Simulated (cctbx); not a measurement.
## Solving a structure by charge flipping

Cell a = 4.0640 Å, b = 5.2940 Å, c = 8.1270 Å, α = 90.00°, β = 90.00°, γ = 90.00°; space group Immm (no. 71); content Ir4 Lu4 Cr2.

Simulated single-crystal data (cctbx): Mo Kα, λ = 0.71073 Å, to d = 0.84 Å, 80 % of the full sphere, strongest reflection 20000 counts, noise from counting, a 2 % proportional error and a noise floor of 4 counts (s.d.); no absorption.

Charge flipping in P1 on normalised amplitudes to 0.84 Å, δ = 1.2 σ, 30 % of the reflections treated as weak, 100 cycles:

```text
cycle      R  skewness
    0  0.507     0.28
    8  0.440     2.80
   16  0.412     2.42
   24  0.397     2.35
   32  0.395     2.42
   40  0.391     2.59
   48  0.400     2.32
   56  0.393     2.07
   64  0.426     2.49
   72  0.424     2.62
   80  0.416     2.63
   88  0.382     2.47
   96  0.389     2.81
origin shift          correlation  skewness
-0.002  0.256  0.475      0.973      6.05
-0.003  0.002  0.474      0.942      5.07
-0.001  0.277  0.182      0.917      5.85
 0.498  0.256  0.975      0.973      6.05
taken: symmetry correlation 0.973, skewness 6.05
peak      x       y       z  mult  height/sigma
Q1    0.0000  0.2621  0.5000    4     12.6
Q2    0.0000  0.0000  0.2014    4     11.7
Q3    0.0000  0.5000  0.0000    2      1.4
Q4    0.0000  0.5000  0.1908    4      1.1
Q5    0.2403  0.1603  0.2028   16      0.9
Q6    0.0000  0.3527  0.0715    8      0.8
Q7    0.0000  0.2476  0.3509    8      0.8
Q8    0.0000  0.0000  0.0614    4      0.8
```

The origin is taken among those within 0.04 of the best correlation, by the skewness of the map.

It took 0.27 s on 1 thread of Arm Neoverse V2 (shared host), peak memory 0.07 GiB.

**Question.** Which peaks are atoms, and which elements?

Heights go roughly as Z and multiplicities must add up to the content. First model: Q1 = Ir1 (4 in the cell, height 12.6), Q2 = Lu1 (4 in the cell, height 11.7) and Q3 = Cr1 (2 in the cell, height 1.4). Against the true structure, Q1 is Ir, Q2 is Lu and Q3 is Cr; the other peaks are not atoms.

Least squares on F², isotropic:

```text
Rint 0.017, 105 unique reflections to 0.84 A
cycle     R1     wR2    GooF  max shift (A)
   1  0.1054  0.2327  14.743   0.01900
   2  0.0190  0.0495   3.136   0.00000
final R1 0.0190 wR2 0.0495 GooF 3.136  parameters 5  data/parameter 21.0
atom        x        y        z      Ueq    occ   su(xyz)  su(Uiso or U11)
Ir1    0.00000  0.26217  0.50000   0.0046  1.000  0.00016  0.0003
Lu1    0.00000  0.00000  0.20374   0.0081  1.000  0.00012  0.0004
Cr1    0.00000  0.50000  0.00000   0.0132  1.000  0.00000  0.0013
difference map: max 2.53 min -3.90 rms 0.51
Q1    0.0000  0.0000  0.1446    4    2.55  0.48 A from Lu1
Q2    0.0000  0.0930  0.2270    8    2.29  0.53 A from Lu1
Q3    0.0000  0.2490  0.4274    8    2.00  0.59 A from Ir1
Q4    0.1270  0.5000  0.0000    4    1.85  0.52 A from Cr1
Q5    0.0000  0.0000  0.0000    2    1.64  1.66 A from Lu1
```

Anisotropic refinement:

```text
Rint 0.017, 105 unique reflections to 0.84 A
cycle     R1     wR2    GooF  max shift (A)
   1  0.0190  0.0495   3.234   0.00068
   2  0.0062  0.0129   0.844   0.00000
final R1 0.0062 wR2 0.0129 GooF 0.844  parameters 11  data/parameter 9.5
atom        x        y        z      Ueq    occ   su(xyz)  su(Uiso or U11)
Ir1    0.00000  0.26204  0.50000   0.0044  1.000  0.00004  0.0002
Lu1    0.00000  0.00000  0.20370   0.0080  1.000  0.00003  0.0002
Cr1    0.00000  0.50000  0.00000   0.0134  1.000  0.00000  0.0009
difference map: max 0.59 min -0.48 rms 0.17
Q1    0.0000  0.5000  0.3210    4    0.59  1.92 A from Ir1
Q2    0.0000  0.2434  0.3783    8    0.56  0.99 A from Ir1
Q3    0.0000  0.3702  0.5000    4    0.54  0.57 A from Ir1
Q4    0.0000  0.3567  0.2079    8    0.52  1.85 A from Cr1
Q5    0.0000  0.0000  0.5000    2    0.50  1.39 A from Ir1
Q6    0.0000  0.0000  0.0786    4    0.47  1.02 A from Lu1
```

**Reading.** The refinement ends at R1 = 0.0062, wR2 = 0.0129, GooF = 0.84, with difference density between -0.48 and 0.59 e/Å³. Every site matches the true model in element, within 0.001 Å r.m.s., up to an allowed shift of origin.

True model:

| atom | mult. | x | y | z | Ueq (Å²) |
| --- | --- | --- | --- | --- | --- |
| Ir1 | 4 | 1/2 | 0.7380 | 0 | 0.0044 |
| Lu1 | 4 | 0 | 1/2 | 0.7963 | 0.0080 |
| Cr1 | 2 | 0 | 0 | 0 | 0.0135 |

The model was made for the exercise: a known structure type with other elements put in, its volume estimated, not relaxed; displacement parameters are assumed.

[Middle refinement cycles are left out of these outputs.]

[Logs are printed without paths, hosts, clocks, repeated set-up lines and the standing remarks that a program may print on its own settings, such as how far it seeks lower states.]
